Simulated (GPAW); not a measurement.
**How SiC (Moissanite) absorbs and reflects light**

Wanted: where SiC (Moissanite) starts to absorb, how strongly, and its refractive index.

Method: DFT, PBE, plane-wave PAW (GPAW data sets), scalar-relativistic, RPA, optical limit, in GPAW 26.7.0.

Report form: the programs' logs are mostly left out.

### Step 1. The structure

The structure is hexagonal, space group P6_3mc (No. 186). The conventional cell has a = 3.076 Å, b = 3.076 Å, c = 5.048 Å, α = 90.00°, β = 90.00°, γ = 120.00°. Si has 4 C at 1.87 to 1.94 Å nearest. Nearest to C lie 4 Si at 1.87 to 1.94 Å. Farther neighbours are not listed.

### Step 2. Ground state

The self-consistent density comes first; it also tells whether there is a gap, which decides the occupations and the need for a Drude term.

This step: DFT, PBE, plane-wave PAW (GPAW data sets), scalar-relativistic, ground state (GPAW 26.7.0).

File gs.py:

```python
from ase import Atoms
from ase.dft.bandgap import bandgap
from gpaw import GPAW, PW, FermiDirac

atoms = Atoms(['Si', 'Si', 'C', 'C'],
              cell=[[3.076000000000, 0.000000000000, 0.000000000000],
                    [-1.538000000000, 2.663894142000, 0.000000000000],
                    [0.000000000000, 0.000000000000, 5.048000000000]],
              scaled_positions=[[0.666666666700, 0.333333333300, 0.500000000000],
                                [0.333333333300, 0.666666666700, 0.000000000000],
                                [0.666666666700, 0.333333333300, 0.885000000000],
                                [0.333333333300, 0.666666666700, 0.385000000000]],
              pbc=[True, True, True])
atoms.calc = GPAW(mode=PW(500), xc='PBE', kpts={'size': (9, 9, 5), 'gamma': True},
                  occupations=FermiDirac(0.05), maxiter=150, txt='gs.txt')
print('energy (eV)', atoms.get_potential_energy())
print('Fermi level (eV)', atoms.calc.get_fermi_level())
print('valence electrons', atoms.calc.get_number_of_electrons())
print('gap (eV)', bandgap(atoms.calc, output=None)[0])
print('direct gap (eV)', bandgap(atoms.calc, direct=True, output=None)[0])
atoms.calc.write('gs.gpw')
```

Launch:

```console
OMP_NUM_THREADS=1 python gs.py
```

The job ended after 6.4 s (1 thread of AMD EPYC 9R14 (Zen 4), shared host; peak memory 0.16 GiB).

Read-outs, printed or worked out from the files:

* energy: -29.88 eV
* Fermi energy: 9.895 eV
* gap on the k-mesh: 2.315 eV
* direct gap on the mesh: 4.106 eV
* electrons: 16

There is a gap, 2.32 eV on this mesh (points off the mesh can give less), so no carriers' term is needed.

### Step 3. Bands for the response

The response needs many more empty bands than the density does.

This step: DFT, PBE, plane-wave PAW (GPAW data sets), scalar-relativistic, bands at fixed density (GPAW 26.7.0).

File nscf.py:

```python
from ase.dft.bandgap import bandgap
from gpaw import GPAW, FermiDirac

calc = GPAW('gs.gpw').fixed_density(kpts={'size': (12, 12, 6), 'gamma': True}, nbands=35, convergence={'bands': 29},
                                    occupations=FermiDirac(0.001), txt='nscf.txt')
print('gap (eV)', bandgap(calc, output=None)[0])
print('direct gap (eV)', bandgap(calc, direct=True, output=None)[0])
print('top band over the Fermi level (eV)', min(calc.get_eigenvalues(kpt=k)[28] for k in range(len(calc.get_ibz_k_points()))) - calc.get_fermi_level())
calc.write('full.gpw', mode='all')
```

Launch:

```console
OMP_NUM_THREADS=1 python nscf.py
```

The job ended after 34 s (1 thread; peak memory 0.23 GiB).

This step gave:

| Item | Value |
| --- | --- |
| direct gap on the mesh | 4.070 eV |

### Step 4. Dielectric function, RPA

Transitions between filled and empty bands, summed over the zone, give the optical response, so mesh, band count and broadening shape it.

The induced potential is part of this response.

This step: DFT, PBE, plane-wave PAW (GPAW data sets), scalar-relativistic, RPA, optical limit (GPAW 26.7.0).

File df.py:

```python
from gpaw.response.df import DielectricFunction

df = DielectricFunction('full.gpw', frequencies={'type': 'nonlinear', 'domega0': 0.03, 'omega2': 8},
                        ecut=50,
                        eta=0.15,
                        nbands=29,
                        txt='df.txt')
for direction in ['x', 'z']:
    df.get_dielectric_function(xc='RPA', direction=direction, filename=f'df_{direction}.csv')
```

Launch:

```console
OMP_NUM_THREADS=1 python df.py
```

Run time: 4.9 s. Hardware: 1 thread; peak memory 0.23 GiB.

Numbers from this step:

```
electronic dielectric constant ε∞, mean over x, y and z (by symmetry where fewer were run) : 6.799
main peak of Im epsilon, first axis                                                        : 6.275 eV
```

Values under the direct gap are tails of Lorentzian lines. Table of Im ε by photon energy; read off at these points:

| photon energy (eV) | E ∥ x | E ∥ z |
| --- | --- | --- |
| 0.000 | 0 | 0 |
| 0.250 | 0.00764 | 0.00964 |
| 0.500 | 0.0154 | 0.0195 |
| 0.750 | 0.0234 | 0.0297 |
| 1.000 | 0.0318 | 0.0405 |
| 1.250 | 0.0408 | 0.0521 |
| 1.500 | 0.0505 | 0.0649 |
| 1.750 | 0.0613 | 0.0793 |
| 2.000 | 0.0733 | 0.0956 |
| 2.250 | 0.0869 | 0.115 |
| 2.500 | 0.103 | 0.138 |
| 2.750 | 0.122 | 0.165 |
| 3.000 | 0.144 | 0.201 |
| 3.250 | 0.172 | 0.246 |
| 3.500 | 0.208 | 0.309 |
| 3.750 | 0.256 | 0.399 |
| 4.000 | 0.323 | 0.543 |
| 4.250 | 0.428 | 0.808 |
| 4.500 | 0.630 | 1.47 |
| 4.750 | 1.11 | 3.98 |
| 5.000 | 2.32 | 8.00 |
| 5.250 | 2.92 | 6.44 |
| 5.500 | 4.39 | 9.52 |
| 5.750 | 7.71 | 11.0 |
| 6.000 | 13.1 | 12.9 |
| 6.250 | 15.8 | 16.5 |
| 6.282 | 15.9 | 17.3 |
| 6.387 | 15.0 | 19.8 |
| 6.500 | 13.7 | 17.8 |
| 6.750 | 14.1 | 13.1 |
| 7.000 | 14.2 | 12.3 |
| 7.250 | 15.0 | 14.4 |
| 7.323 | 15.2 | 14.3 |
| 7.500 | 13.2 | 14.6 |
| 7.750 | 10.9 | 12.4 |
| 8.000 | 10.9 | 9.30 |
| 8.250 | 10.7 | 9.53 |
| 8.500 | 9.95 | 8.28 |
| 8.750 | 9.35 | 8.24 |
| 9.000 | 9.09 | 7.93 |
| 9.250 | 8.66 | 7.60 |
| 9.500 | 6.20 | 6.76 |
| 9.750 | 6.15 | 5.40 |
| 10.000 | 6.03 | 4.90 |
| 10.250 | 4.85 | 4.94 |
| 10.500 | 4.90 | 3.79 |
| 10.750 | 5.18 | 4.04 |
| 11.000 | 4.41 | 3.68 |
| 11.250 | 3.71 | 2.91 |
| 11.500 | 3.46 | 2.96 |
| 11.750 | 3.35 | 3.35 |
| 12.000 | 3.08 | 3.34 |
| 12.250 | 2.62 | 2.74 |
| 12.500 | 2.19 | 2.23 |
| 12.750 | 2.34 | 2.24 |
| 13.000 | 2.27 | 2.42 |
| 13.250 | 2.17 | 2.22 |
| 13.500 | 2.07 | 2.23 |
| 13.750 | 1.95 | 1.91 |

Table of Re ε by photon energy:

| photon energy (eV) | E ∥ x | E ∥ z |
| --- | --- | --- |
| 0.0 | 6.61 | 7.18 |
| 0.5 | 6.64 | 7.21 |
| 1.0 | 6.71 | 7.31 |
| 1.5 | 6.85 | 7.48 |
| 2.0 | 7.05 | 7.75 |
| 2.5 | 7.34 | 8.13 |
| 3.0 | 7.75 | 8.68 |
| 3.5 | 8.32 | 9.51 |
| 4.0 | 9.18 | 10.8 |
| 4.5 | 10.6 | 13.5 |
| 5.0 | 12.6 | 14.6 |
| 5.5 | 15.0 | 14.8 |
| 6.0 | 15.0 | 12.1 |
| 6.5 | 7.21 | 2.49 |
| 7.0 | 5.00 | 3.52 |
| 7.5 | -0.298 | 0.569 |
| 8.0 | 0.215 | -2.37 |
| 8.5 | -1.33 | -2.51 |
| 9.0 | -1.83 | -2.68 |
| 9.5 | -3.62 | -4.25 |
| 10.0 | -3.15 | -3.16 |
| 10.5 | -2.37 | -3.16 |
| 11.0 | -3.20 | -3.04 |
| 11.5 | -2.71 | -1.94 |
| 12.0 | -2.54 | -2.33 |
| 12.5 | -2.21 | -2.30 |
| 13.0 | -1.97 | -1.84 |
| 13.5 | -1.85 | -1.98 |

Values under the direct gap are tails of Lorentzian lines. The Im ε, E ∥ x by photon energy; read off at these points:

| photon energy (eV) | without local fields | with local fields |
| --- | --- | --- |
| 0.000 | 0 | 0 |
| 0.250 | 0.00840 | 0.00764 |
| 0.500 | 0.0169 | 0.0154 |
| 0.750 | 0.0258 | 0.0234 |
| 1.000 | 0.0350 | 0.0318 |
| 1.250 | 0.0449 | 0.0408 |
| 1.500 | 0.0557 | 0.0505 |
| 1.750 | 0.0675 | 0.0613 |
| 2.000 | 0.0808 | 0.0733 |
| 2.250 | 0.0959 | 0.0869 |
| 2.500 | 0.113 | 0.103 |
| 2.750 | 0.134 | 0.122 |
| 3.000 | 0.159 | 0.144 |
| 3.250 | 0.190 | 0.172 |
| 3.500 | 0.230 | 0.208 |
| 3.750 | 0.283 | 0.256 |
| 4.000 | 0.357 | 0.323 |
| 4.250 | 0.473 | 0.428 |
| 4.500 | 0.691 | 0.630 |
| 4.750 | 1.21 | 1.11 |
| 5.000 | 2.49 | 2.32 |
| 5.250 | 3.21 | 2.92 |
| 5.500 | 4.99 | 4.39 |
| 5.750 | 9.07 | 7.71 |
| 6.000 | 15.2 | 13.1 |
| 6.250 | 17.6 | 15.8 |
| 6.282 | 17.6 | 15.9 |
| 6.500 | 15.0 | 13.7 |
| 6.750 | 15.4 | 14.1 |
| 7.000 | 15.9 | 14.2 |
| 7.250 | 16.8 | 15.0 |
| 7.500 | 14.2 | 13.2 |
| 7.750 | 11.9 | 10.9 |
| 8.000 | 12.3 | 10.9 |
| 8.250 | 12.0 | 10.7 |
| 8.500 | 11.1 | 9.95 |
| 8.750 | 10.2 | 9.35 |
| 9.000 | 9.81 | 9.09 |
| 9.250 | 8.85 | 8.66 |
| 9.500 | 6.53 | 6.20 |
| 9.750 | 6.50 | 6.15 |
| 10.000 | 5.99 | 6.03 |
| 10.250 | 4.81 | 4.85 |
| 10.500 | 5.03 | 4.90 |
| 10.750 | 5.19 | 5.18 |
| 11.000 | 4.39 | 4.41 |
| 11.250 | 3.71 | 3.71 |
| 11.500 | 3.48 | 3.46 |
| 11.750 | 3.28 | 3.35 |
| 12.000 | 2.98 | 3.08 |
| 12.250 | 2.34 | 2.62 |
| 12.500 | 2.03 | 2.19 |
| 12.750 | 2.17 | 2.34 |
| 13.000 | 2.03 | 2.27 |
| 13.250 | 1.93 | 2.17 |
| 13.500 | 1.76 | 2.07 |
| 13.750 | 1.69 | 1.95 |

The reflectivity at normal incidence has structure finer than the step of the table below, so its rows give means over 0.5 eV, whole bins alone (the curve runs from 0 to 14.0 eV). Peaks (eV: height): E ∥ x 7.44: 47.8, 9.35: 53.1, 12.34: 53.6; E ∥ z 6.44: 49.9, 7.73: 53.2, 9.55: 53.8, 10.45: 52.9, 11.10: 52.5, 12.42: 51.8.

Table of reflectivity at normal incidence by photon energy; means over each step:

| photon energy (eV) | E ∥ x (%) | E ∥ z (%) |
| --- | --- | --- |
| 0.5 | 19.4 | 20.9 |
| 1.0 | 19.6 | 21.2 |
| 1.5 | 20.0 | 21.6 |
| 2.0 | 20.5 | 22.2 |
| 2.5 | 21.3 | 23.1 |
| 3.0 | 22.2 | 24.4 |
| 3.5 | 23.6 | 26.1 |
| 4.0 | 25.4 | 28.6 |
| 4.5 | 28.2 | 33.1 |
| 5.0 | 31.8 | 36.8 |
| 5.5 | 36.2 | 38.4 |
| 6.0 | 42.6 | 41.9 |
| 6.5 | 42.8 | 47.2 |
| 7.0 | 43.7 | 42.8 |
| 7.5 | 46.5 | 48.7 |
| 8.0 | 43.7 | 48.4 |
| 8.5 | 45.4 | 46.4 |
| 9.0 | 47.0 | 46.7 |
| 9.5 | 50.0 | 51.4 |
| 10.0 | 48.2 | 49.8 |
| 10.5 | 45.6 | 50.1 |
| 11.0 | 50.1 | 50.2 |
| 11.5 | 49.4 | 44.4 |
| 12.0 | 50.4 | 46.6 |
| 12.5 | 50.2 | 49.7 |
| 13.0 | 46.3 | 45.1 |
| 13.5 | 46.4 | 48.1 |

The loss function −Im 1/ε at q → 0 has structure finer than the step of the table below, so its rows give means over 0.5 eV, whole bins alone (the curve runs from 0 to 14.0 eV). Peaks (eV: height): E ∥ z 11.56: 0.239, 12.83: 0.274.

Values under the direct gap are tails of Lorentzian lines. Loss function −Im 1/ε at q → 0 against energy loss; means over each step:

| energy loss (eV) | E ∥ x | E ∥ z |
| --- | --- | --- |
| 0.5 | 3.5e-4 | 3.7e-4 |
| 1.0 | 7.1e-4 | 7.6e-4 |
| 1.5 | 0.00108 | 0.00116 |
| 2.0 | 0.00147 | 0.00159 |
| 2.5 | 0.00191 | 0.00208 |
| 3.0 | 0.00240 | 0.00266 |
| 3.5 | 0.00301 | 0.00343 |
| 4.0 | 0.00385 | 0.00467 |
| 4.5 | 0.00580 | 0.00878 |
| 5.0 | 0.0130 | 0.0285 |
| 5.5 | 0.0183 | 0.0331 |
| 6.0 | 0.0326 | 0.0409 |
| 6.5 | 0.0543 | 0.0565 |
| 7.0 | 0.0621 | 0.0730 |
| 7.5 | 0.0761 | 0.0690 |
| 8.0 | 0.0923 | 0.0948 |
| 8.5 | 0.0982 | 0.110 |
| 9.0 | 0.103 | 0.115 |
| 9.5 | 0.119 | 0.113 |
| 10.0 | 0.134 | 0.140 |
| 10.5 | 0.160 | 0.158 |
| 11.0 | 0.150 | 0.171 |
| 11.5 | 0.177 | 0.225 |
| 12.0 | 0.187 | 0.205 |
| 12.5 | 0.225 | 0.226 |
| 13.0 | 0.258 | 0.264 |
| 13.5 | 0.274 | 0.252 |

Optical constants at common wavelengths, from n + ik = √ε:

| wavelength (nm) | n x | k x | R (%) x | 1/α x | n z | k z | R (%) z | 1/α z |
| --- | --- | --- | --- | --- | --- | --- | --- | --- |
| 1064 | 2.60 | 0.007 | 19.7 | 12 µm | 2.71 | 0.009 | 21.3 | 9.6 µm |
| 800 | 2.62 | 0.010 | 20.0 | 6.3 µm | 2.74 | 0.012 | 21.6 | 5.2 µm |
| 633 | 2.65 | 0.013 | 20.5 | 3.8 µm | 2.78 | 0.017 | 22.2 | 3.0 µm |
| 450 | 2.74 | 0.022 | 21.7 | 1.6 µm | 2.90 | 0.029 | 23.7 | 1.2 µm |
| 365 | 2.86 | 0.034 | 23.2 | 866 nm | 3.05 | 0.046 | 25.6 | 632 nm |
| 308 | 3.04 | 0.054 | 25.5 | 450 nm | 3.31 | 0.085 | 28.7 | 288 nm |
| 248 | 3.57 | 0.325 | 31.9 | 61 nm | 3.95 | 1.012 | 38.1 | 20 nm |

Below the direct gap, k and the depth come from the tails of the Lorentzian lines, not from transitions.

Rows near the edge hang on the gap, which this functional as a rule makes too small, and phonon-assisted absorption is left out.

At 1064 nm the birefringence n(z) − n(x) is +0.114: the crystal is uniaxial positive at this level.

### Step 5. Outcome

```yaml
electronic_dielectric_constant_eps_infinity_mean_over_x_y_and_z_by_symmetry_where_fewer_were_run_rpa: 6.80
main_peak_of_im_epsilon_first_axis: 6.27 eV
```

What this shows: At this level (PBE, RPA) SiC has a mean ε∞ = 6.80 and n = 2.58 at 1550 nm (E ∥ x), and Im ε peaks at 6.3 eV (E ∥ x). On the mesh the gap is 2.32 eV and the least direct gap 4.07 eV, so on this mesh the band edges lie at different points. Local fields change the static value along x from 7.02 to 6.61 (-6 %). Distinct maxima of Im ε, read by a parabola through the highest points, lie at 6.27 eV (16), 7.31 eV (15) and 9.09 eV (9.4) for E ∥ x. The static values by axis are 6.61 (x), 7.18 (z). At 1064 nm the birefringence n(z) − n(x) is +0.114: the crystal is uniaxial positive at this level. Excitons and phonon-assisted transitions are missing; PBE gaps are as a rule too small, which pulls the onset down and ε∞ up. The sum runs over mesh points, so small or evenly spaced maxima can still be ripples of the mesh.

[Machine, clock and banner lines and Python warnings are left out of the logs.]

[Logs are printed without paths, hosts, clocks, repeated set-up lines and the standing remarks that a program may print on its own settings, such as how far it seeks lower states.]

[Hosts, paths, dates, database ids (printed as entryN), source tags and the programs' standing remarks are cut or masked in the printed files.]
